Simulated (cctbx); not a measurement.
**YbAgPt: precision against data quality**

Space group P-6m2 (no. 187), a = 4.5250 Å, b = 4.5250 Å, c = 10.3760 Å, α = 90.00°, β = 90.00°, γ = 120.00°.

```
atom  mult.    x    y       z  Ueq (Å²)
 Pt1      2  2/3  1/3  0.8480    0.0032
 Pt2      1  1/3  2/3     1/2    0.0021
 Yb1      1    0    0       0    0.0026
 Yb2      2    0    0  0.6646    0.0029
 Ag1      1  2/3  1/3     1/2    0.0032
 Ag2      2  1/3  2/3  0.8145    0.0023
```

This is a model crystal, built by substitution and not relaxed, with assumed displacement parameters.

Five simulated data sets (cctbx; Ag Kα, λ = 0.56087 Å; 2 % proportional error) differ in resolution or exposure (noise floor 15 counts in the first three, 8 in the last two). Each is refined with the right model, isotropic at 1.1 Å and anisotropic otherwise. How do the figures of merit and the uncertainties move?

```csv
d min (Å),top counts,"⟨I/σ⟩ (unmerged, absences included)",unique,param. (scale apart),Rint,R1,GooF,largest s.u. xyz (fractional),s.u. U of Ag1 (Å²),largest error (Å)
1.1,5000,8.5,83,9,0.044,0.0252,0.85,0.00077,0.0028,0.0057
0.84,5000,7.3,171,15,0.053,0.0210,0.94,0.00106,0.0025,0.0064
0.6,5000,6.2,410,15,0.071,0.0266,0.93,0.00046,0.0009,0.0072
0.75,300,1.4,221,15,0.313,0.0646,1.00,0.00354,0.0128,0.0245
0.75,3000,6.3,221,15,0.058,0.0266,1.00,0.00079,0.0018,0.0037
```

The number of reflections grows roughly as 1/d³: 83, 171 and 410 here. R1 follows the noise rather than the truth: at 300 counts it is 0.0646, at 3000 counts 0.0266, while GooF is 1.00 and 1.00: the weights 1/σ² carry the noise. The s.u. of U (U11 where anisotropic) for Ag1 goes 0.0028, 0.0025, 0.0009 Å² with resolution and 0.0128, 0.0018 Å² with exposure.

Hardware for the 0.6 Å refinement: 0.37 s on 1 thread of AMD EPYC 7B13 (Zen 3) (shared host), peak memory 0.09 GiB.

[Logs are printed without paths, hosts, clocks, repeated set-up lines and the standing remarks that a program may print on its own settings, such as how far it seeks lower states.]
